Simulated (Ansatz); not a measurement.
# Lattice dynamics of GaP (F-43m), part 3 of 3

Task: relax GaP (F-43m), then find its harmonic phonons.

Ansatz 0.2.0; DFT LDA, scalar-relativistic, plane waves, PAW; PAW set soft_1.

So far, gap on the k-mesh (eV): step 2 (bringing the structure to rest) 1.43; step 5 (relaxing to small forces for the phonons, k-mesh 12×12×12) 1.39. The relaxed cell has a = 5.391 Å (conventional setting).

## (7) Phonons on a q mesh

Stability and thermal properties need the whole zone. Linear response on a 4×4×4 q mesh gives force constants as far as a supercell of that size would, and the tensors from the zone-centre run are typed in so that the long-range dipole term is interpolated apart.

input.yaml

```yaml
crystal:
  lattice:
    - [0.0, 2.6957056715, 2.6957056715]
    - [2.6957056715, 0.0, 2.6957056715]
    - [2.6957056715, 2.6957056715, 0.0]
  atoms:
    - { symbol: Ga, position: [0.0, 0.0, 0.0] }
    - { symbol: P, position: [0.25, 0.25, 0.25] }
kpoints:
  mp_grid: { grid: [12, 12, 12] }
hamiltonian:
  xc: lda
  pseudopotentials: { kind: paw, azcp: { folder: soft_1 }, xc_functional: pbe }
scf:
  occupations: { method: fixed }
output:
  eigenvalues: true
phonons:
  method: dfpt
  qmesh: [4, 4, 4]
  temperatures: { t_max: 1000, t_step: 50 }
  qpath:
    path:
      - [[0.0, 0.0, 0.0], [-0.5, -0.5, 0.0], [-0.375, -0.375, 0.25]]
      - [[-0.375, 0.0, 0.375], [0.0, 0.0, 0.0], [0.0, 0.0, 0.5], [-0.5, -0.25, 0.25], [-0.5, -0.5, 0.0]]
    npoints: 10
  non_analytic_term:
    high_frequency_dielectric_tensor: [[10.636, 0.0, 0.0], [0.0, 10.636, 0.0], [0.0, 0.0, 10.636]]
    born_effective_charges:
      - { species: Ga, tensor: [[2.0467, 0.0, 0.0], [0.0, 2.0467, 0.0], [0.0, 0.0, 2.0467]] }
      - { species: P, tensor: [[-2.0467, 0.0, 0.0], [0.0, -2.0467, 0.0], [0.0, 0.0, -2.0467]] }
    source: "zone-centre run at this cell"
```

Command:

```bash
$ ansatz run input.yaml --threads 4 --pin off --max-ram 10240MiB --backend cpu --events-out ev --progress --plain --runs-dir out
```

Numbers of over 12 decimals in the logs are rounded to 6 here.

The program printed:

```text
Warning: phonons: the dynamical matrix that this run interpolates holds no multipole term above the dipole-dipole one, and a site of this crystal is no centre of inversion, so its interpolated transverse optical and acoustic branches and sound speeds can stay off near Gamma, and the density of states and the thermodynamics with them. What a run solves at a wave vector of phonons.qpoints, Gamma apart, where the deck admits one, is free of this, and under fd what a larger phonons.supercell samples
[...]
Crystal: 2 atoms, lattice volume = 39.178 Å³
Basis set: ecut = 420 eV, 749 PW (Γ), exchange–correlation on 54×54×54 points (8 copies of the dense FFT grid, shifted against one another)
Bands: 13, of which v1, the nominal top of the filled ones, is band 9 counted from 1 (8 counted from 0)
Symmetry: 24 space group operations
k-points: 72 of 1728 (time reversal used)
[...]
SCF iter   1: F=—  HF=-4433.967797 eV  |F-HF|=—  |Δ(HF+E_count)|=         —  Δρ=4.49e-2  dr2=6.64e-1  ethr=3.10e-3  ⟨swp⟩=5.0  Hψ=5067  notcnv=0  defer=129
[...]
SCF iter   9: F=-4433.772763 eV  HF=-4433.772763 eV  |F-HF|=0.00e0  |Δ(HF+E_count)|=  4.55e-12  Δρ=1.92e-8  dr2=7.63e-14  ethr=1.00e-12  ⟨swp⟩=5.8  Hψ=3897  notcnv=0
SCF 1 converged in 9 iterations: F = -4433.772763 eV  dr2 = 7.63e-14
[...]
DFPT response loops at q = (0, 0, 0) (fractional): preconditioner auto → none (the input reference at scf.mixing.eps_inf says where Resta's filter doesn't serve); β = 0.50; Broyden in place of MSR1
[...]
SCF converged after 9 iterations
Free energy (F): -4433.772763 eV
[...]
Internal energy: -4433.772763 eV  (E = F + TS)
E sigma→0 (E₀):  -4433.772763 eV
Fermi energy:    7.244813 eV
[...]
--- Band table (eV; the first three rows and the last of 72) ---
  k-point 0: bands = [... 5 lower, -5.5231, 7.2448, 7.2448, 7.2448, 9.1254, 11.0239, 11.0239, 11.0239]
  k-point 1: bands = [... 5 lower, -5.4285, 6.3154, 7.1261, 7.1261, 9.6037, 11.2029, 11.2029, 11.2439]
  k-point 2: bands = [... 5 lower, -5.1513, 4.7783, 6.8485, 6.8485, 9.6353, 11.5983, 11.5983, 12.2492]
  k-point 71: bands = [... 5 lower, -2.2624, 0.4614, 3.4679, 3.6110, 11.8446, 12.1506, 13.2433, 13.3031]
--- Phonons (Γ-DFPT): 2 representative perturbations + reference (Σ response iterations 6) ---
  ASR residual: 2.258e-5 → 0.000e0 eV/Å²; symmetrization residual: 1.283e-6 eV/Å²
  ASR residual per site (eV/Å²): 2.26e-5 6.98e-6
  Γ frequencies (cm⁻¹): 0.00 0.00 0.00 364.97 364.97 364.97
--- Phonons (arbitrary-q DFPT): 8 irreducible q on the 4×4×4 mesh ---
  q = [0.0000, 0.0000, 0.0000] (star 1, of the zone-centre solve; hermiticity 2.44e-7, symmetrization 1.50e-12): -0.00 0.00 0.00 364.97 364.97 364.97
  q = [0.0000, 0.0000, 0.2500] (star 8, 2 solved perturbations on 936 of 1728 k-point pairs; hermiticity 9.54e-8, symmetrization 1.70e-12): 66.42 66.42 161.42 362.60 362.60 385.25
[...]
q = [0.0000, 0.2500, 0.2500] (star 6, 4 solved perturbations in 1608 linear systems a pass and spin channel, the states on 510 of 1728 k-point pairs; hermiticity 3.70e-7, symmetrization 2.91e-13): 89.03 89.03 166.54 360.63 360.63 387.00
[...]
sum rule: each row above includes the acoustic sum rule's correction from the zone centre's row sums; it moved no ω² by more than (0.30 cm⁻¹)²
  mesh force constants: q→R imaginary residual 1.82e-18; ASR residual 2.258e-5 → 0.000e0 eV/Å²; symmetrization residual 5.329e-15 eV/Å²
  interpolated dispersion: 63 rows × 6 modes
  density of states and harmonic sums: on the 20×20×20 q-mesh, interpolated from the force constants of a 4×4×4 supercell (with the dipole–dipole term of supplied tensors)
  largest difference from the sums on the solved wave vectors: F 9.88e-3 eV, S 1.39e-5 and C_V 4.00e-6 eV/K
  zero-point energy: 0.093267 eV/cell   skipped modes (ω ≤ 0): 3   left out of the sums: 6.25e-5 of the cell's modes: C_V's classical limit lies that fraction below 3 k_B per atom; for a crystal, a wire or a layer, F and S can be off by more, and a phonons.interpolated_qmesh denser along its periods is the remedy for the sampling
```

Elapsed: 3.1 min, on 4 threads of Arm Neoverse V1, shared host; peak memory 2.1 GiB.

Numbers from this step:

- sum-rule residual before enforcement: 2.26e-5 eV/Å²
- lowest frequency on the path: 0 cm⁻¹
- highest frequency on the path or at a solved wavevector: 395.9 cm⁻¹
- mean frequency: 250.8 cm⁻¹
- Debye temperature (second moment): 518 K
- logarithmic mean frequency: 214.5 cm⁻¹
- lowest mode on the q mesh (acoustic modes at Γ apart): 66.42 cm⁻¹
- zero-point energy per atom: 46.63 meV
- heat capacity at 300 K: 21.69 J/(mol atoms K)
- vibrational entropy at 300 K: 25.97 J/(mol atoms K)
- edges of the widest gap between branches, on path and mesh: 251.1, 328.6 cm⁻¹

Frequencies (cm⁻¹) solved at each irreducible wavevector; negative means imaginary. Frequencies by wavevector, by row:

```
q in reciprocal lattice units  star  mode 1  mode 2  mode 3  mode 4  mode 5  mode 6
                        0 0 0     1       0       0       0     365     365     365
                     0 0 0.25     8    66.4    66.4   161.4   362.6   362.6   385.2
                     0 0 -0.5     4    79.1    79.1     233   363.1   363.1   370.7
                  0 0.25 0.25     6      89      89   166.5   360.6   360.6     387
                  0 0.25 -0.5    24    98.5   130.4   213.3   344.9   360.9   388.8
                 0 0.25 -0.25    12    94.1     130   192.6   346.2   359.2   391.9
                  0 -0.5 -0.5     3   101.5   101.5   251.1   362.5   362.5   367.1
              0.25 -0.5 -0.25     6   123.3   142.5   216.4   328.6   364.5   393.4
```

Interpolated from a 4×4×4 q mesh, with the LO-TO term (at Γ the limit along the path; where Γ stands inside the path, tables give the limit on arrival). Phonon branches along the path, in cm⁻¹:

```
    point  branch 1  branch 2  branch 3  branch 4  branch 5  branch 6
        Γ         0         0         0       365       365       395
  halfway        89        89       166       361       361       387
        X       102       102       251       362       362       367
  halfway       103       114       243       348       362       381
        U       106       133       227       336       360       393
jump to K       106       133       227       336       360       393
  halfway        78       112       166       360       361       385
        Γ         0         0         0       365       365       395
  halfway        66        66       161       363       363       385
        L        79        79       233       363       363       371
  halfway       103       126       215       340       362       391
        W       123       142       216       329       364       393
  halfway       112       120       236       340       364       386
        X       102       102       251       362       362       367
```

The phonon branches as a text plot (rows in cm⁻¹):

```
    388 |********      ***********************      ***********
    371 |***     ******          ***********  ******     ********
    355 |   **********************          ****  *******      **
    338 |               *******                      ****   ***
    322 |                                                ***
    305 |
    289 |
    272 |
    256 |            **                                        **
    239 |         ***  **                        **           *
    223 |        *       ***                   **  ****  *****
    206 |                   *                 *        **
    190 |       *            ***             *
    173 |      *                *
    157 |                                   *
    140 |    **           *****  *         *           ******
    124 |               **     *                     ** ******
    107 |   *    ************   * **      *         * **      ***
     91 |      **            *** *                ****
     74 |  * **                 * ***    *  *******
     58 |   *                    ****      *
     41 | **                        **  * *
     25 | *                          *   *
      8 |*                            ***
         Γ           X  U|K            Γ         L        W     X
```

The phonon density of states has structure finer than the step of the table below, so its rows give means over 20 cm⁻¹, whole bins alone (the curve runs from 2.5 to 398 cm⁻¹). Peaks (cm⁻¹: height): 102.5: 0.0489, 212.5: 0.0333, 362.5: 0.226, 387.5: 0.0689.

Tetrahedra on a 20×20×20 mesh, mean over bins of 5 cm-1. Interpolated from a 4×4×4 q mesh. The phonon density of states by wavenumber; means over each step:

```
wavenumber (cm⁻¹)  phonon density of states (1/cm⁻¹/cell)
               20                                  3.4e-4
               40                                 0.00158
               60                                 0.00470
               80                                  0.0184
              100                                  0.0375
              120                                  0.0284
              140                                  0.0133
              160                                 0.00300
              180                                 0.00535
              200                                  0.0129
              220                                  0.0208
              240                                 0.00359
              260                                  9.2e-5
              280                                       0
              300                                       0
              320                                 0.00115
              340                                  0.0245
              360                                  0.0745
              380                                  0.0330
```

The partial phonon density of states has structure finer than the step of the table below, so its rows give means over 10 cm⁻¹, whole bins alone (the curve runs from -10 to 418 cm⁻¹). Peaks (cm⁻¹: height): Ga 105.8: 0.0354, 213.5: 0.0298, 361.6: 0.0370, 385.9: 0.0112; P 361.6: 0.120, 385.9: 0.0536.

Phonopy on the run's constants, 19x19x19 mesh, Gaussian sigma 3.1 cm-1. Interpolated from a 4×4×4 q mesh. The partial phonon density of states by wavenumber; means over each step; values in 1/cm⁻¹/cell:

```
wavenumber (cm⁻¹)       Ga        P
                0   2.5e-5   1.2e-5
               10   5.0e-5   2.0e-5
               20   2.6e-4   1.2e-4
               30   5.5e-4   2.4e-4
               40  0.00110   4.6e-4
               50  0.00196   8.0e-4
               60  0.00318  0.00125
               70  0.00619  0.00231
               80   0.0141  0.00492
               90   0.0206  0.00669
              100   0.0306  0.00880
              110   0.0298  0.00779
              120   0.0220  0.00527
              130   0.0205  0.00458
              140   0.0107  0.00237
              150  0.00205   6.0e-4
              160  0.00230   6.4e-4
              170  0.00311   7.8e-4
              180  0.00427   9.3e-4
              190  0.00624  0.00112
              200   0.0103  0.00133
              210   0.0227  0.00157
              220   0.0210   9.7e-4
              230  0.00828   3.1e-4
              240  0.00333   8.0e-5
              250   9.7e-4   9.6e-6
              260   2.1e-5        0
              270        0        0
              280        0        0
              290        0        0
              300        0        0
              310        0        0
              320   4.1e-6   2.2e-4
              330   3.1e-4  0.00985
              340  0.00189   0.0253
              350  0.00466   0.0264
              360   0.0253   0.0839
              370  0.00566   0.0191
              380  0.00512   0.0269
              390  0.00942   0.0461
              400  0.00158  0.00815
              410   1.2e-6   7.2e-6
```

Second derivatives of the energy by pair, one row for each kind of neighbour of each atom listed. Each entry sums the pair over the periodic images of the supercell that the q mesh stands for, and in a polar crystal it holds the long-range dipole part too. Force constants by pair, by row:

```
atom  neighbour  distance (Å)  third of the trace (eV/Å²)  along the pair's line (eV/Å²)
 Ga1     itself             0                       10.95                              –
 Ga1          P         2.335                      -2.709                         -6.628
 Ga1         Ga         3.812                      0.0213                        -0.5501
 Ga1          P          4.47                      0.0099                         0.0931
 Ga1         Ga         5.391                     -0.0176                        -0.0577
 Ga1          P         5.875                     -0.0142                         0.1272
 Ga1         Ga         6.603                     -0.0293                        -0.0772
 Ga1          P         7.004                      0.0119                         0.0235
 Ga1          P         7.004                      0.0098                         0.0232
  P2     itself             0                       12.81                              –
  P2         Ga         2.335                      -2.709                         -6.628
  P2          P         3.812                     -0.1493                        -0.6353
  P2         Ga          4.47                      0.0099                         0.0931
  P2          P         5.391                     -0.0078                        -0.0219
  P2         Ga         5.875                     -0.0142                         0.1272
  P2          P         6.603                     -0.0064                        -0.0236
  P2         Ga         7.004                      0.0119                         0.0235
  P2         Ga         7.004                      0.0098                         0.0232
```

Harmonic thermodynamic functions per atom, from the density of states. Interpolated from a 4×4×4 q mesh. Thermodynamic functions, by row:

```
T (K)  F_vib (meV/atom)  S (J/mol-atom/K)  C_V (J/mol-atom/K)
    0             46.63                 0                   0
   50             46.33             2.158               4.773
  100             43.87             7.429               10.91
  200             30.68             17.74               18.64
  300              7.85             25.97               21.69
  400            -22.54             32.41               23.01
  500            -58.92             37.63               23.67
  600            -100.2             41.98               24.05
  700            -145.7              45.7               24.28
  800            -194.8             48.96               24.43
  900            -247.1             51.84               24.54
 1000            -302.2             54.43               24.61
```

Harmonic mean-square displacement, third of the trace. Interpolated from a 4×4×4 q mesh. Mean square displacements, by row:

```
T (K)  Ga1 U_eq (Å²)  P2 U_eq (Å²)
    0        0.00177       0.00218
  100        0.00286         0.003
  300        0.00721       0.00645
  600        0.01414       0.01227
```

Symmetry leaves 8 wavevectors to solve. The lowest mode among them, the acoustic zeros apart, lies at q = (0, 0, 0.25) and is real, 66.4 cm⁻¹.

## (8) Isotope substitution

An isotope changes the mass and not the force constants, so no new electronic calculation is needed; the shifts show which modes move this element.

The same force constants with the mass of Ga changed from 69.723 to 70.925 u (phonopy, no LO-TO term). Both lists are sorted by frequency; levels can cross, so a row need not hold one and the same mode. Modes under 3 cm⁻¹ are left out. Isotope shifts, by row:

```
          q  rank  natural mass (cm⁻¹)  changed mass (cm⁻¹)
      0 0 0     4                  365                  364
      0 0 0     5                  365                  364
      0 0 0     6                  365                  364
   0 0 0.25     1                66.42                66.01
   0 0 0.25     2                66.42                66.01
   0 0 0.25     3                161.4                160.3
   0 0 0.25     4                362.6                361.8
   0 0 0.25     5                362.6                361.8
   0 0 0.25     6                385.2                384.6
   0 0 -0.5     1                79.11                78.61
   0 0 -0.5     2                79.11                78.61
   0 0 -0.5     3                  233                  231
   0 0 -0.5     4                363.1                362.3
   0 0 -0.5     5                363.1                362.3
   0 0 -0.5     6                370.7                370.6
0 0.25 0.25     1                89.03                88.45
0 0.25 0.25     2                89.03                88.45
0 0.25 0.25     3                166.5                165.4
0 0.25 0.25     4                360.6                359.9
0 0.25 0.25     5                360.6                359.9
0 0.25 0.25     6                  387                386.3
```

A mode of this element alone would shift by -0.85 %. The highest zone-centre frequency without the field goes from 365.0 to 364.0 cm⁻¹ (-0.3 %). The product of the frequency ratios over all optical modes at Γ is 0.992; the product rule, (m/m′)^(3k/2) (M′/M)^(3/2) with k = 1 such atoms and M the mass of the cell, gives 0.992.

## (9) What came out

```yaml
space_group_after_relaxation_within_0p01_a: F-43m
volume_per_atom: 19.6 Å³
gap_on_the_k_mesh: 1.39 eV
highest_optical_mode_at_the_zone_centre_no_lo_to_term: 365 cm⁻¹
top_of_the_zone_centre_spectrum_with_the_field: 395 cm⁻¹
lowest_optical_zone_centre_mode: 365 cm⁻¹
mean_high_frequency_dielectric_constant: 10.6
mean_static_dielectric_constant: 12.5
largest_born_charge_third_of_the_trace: 2.05 e
lowest_mode_on_the_q_mesh_acoustic_modes_at_gamma_apart: 66.4 cm⁻¹
highest_frequency_on_the_path_or_at_a_solved_wavevector: 396 cm⁻¹
zero_point_energy_per_atom: 46.6 meV
heat_capacity_at_300_k: 21.7 J/(mol atoms K)
vibrational_entropy_at_300_k: 26.0 J/(mol atoms K)
debye_temperature_second_moment: 518 K
imaginary_modes_on_the_4x4x4_q_mesh: none
```

The structure is a minimum as far as tested: no mode is imaginary at the 8 irreducible wavevectors of the 4×4×4 mesh, and the softest away from the acoustic zeros lies at 66 cm⁻¹. Without the field, the optical modes at Γ form one degenerate level at 365 cm⁻¹. The highest mode in this list at Γ, 365.0 cm⁻¹, has its largest share on P (69 % of the kinetic energy). With the macroscopic field of the longitudinal modes the top of the zone-centre spectrum lies at 395 cm⁻¹, against 365 cm⁻¹ without it. Lattice motion raises the mean dielectric constant from 10.64 to 12.48. The strongest infrared line is at 365 cm⁻¹. Averaged over orientations, the strongest Raman line at 532 nm and 300 K is at 365 cm⁻¹, among the modes without the field; their longitudinal partners can be Raman active too. The tensors are the static, non-resonant ones, while 532 nm light (2.33 eV) lies above the computed gap. On the path and the mesh, the widest gap between branches runs from 251 to 329 cm⁻¹. With the field response the log warns that the k mesh is coarse for the force constants too, so the frequencies may not be converged. The program warns that the interpolation holds no quadrupole term, so branches close to Γ can be off in this crystal. The PAW files were made for PBE and serve the other functionals too. These are harmonic frequencies at zero temperature: anharmonic shifts, linewidths and thermal expansion are left out.

[Logs are printed without paths, hosts, clocks, repeated set-up lines and the standing remarks that a program may print on its own settings, such as how far it seeks lower states.]

[Hosts, paths, dates, database ids (printed as entryN), source tags and the programs' standing remarks are cut or masked in the printed files.]
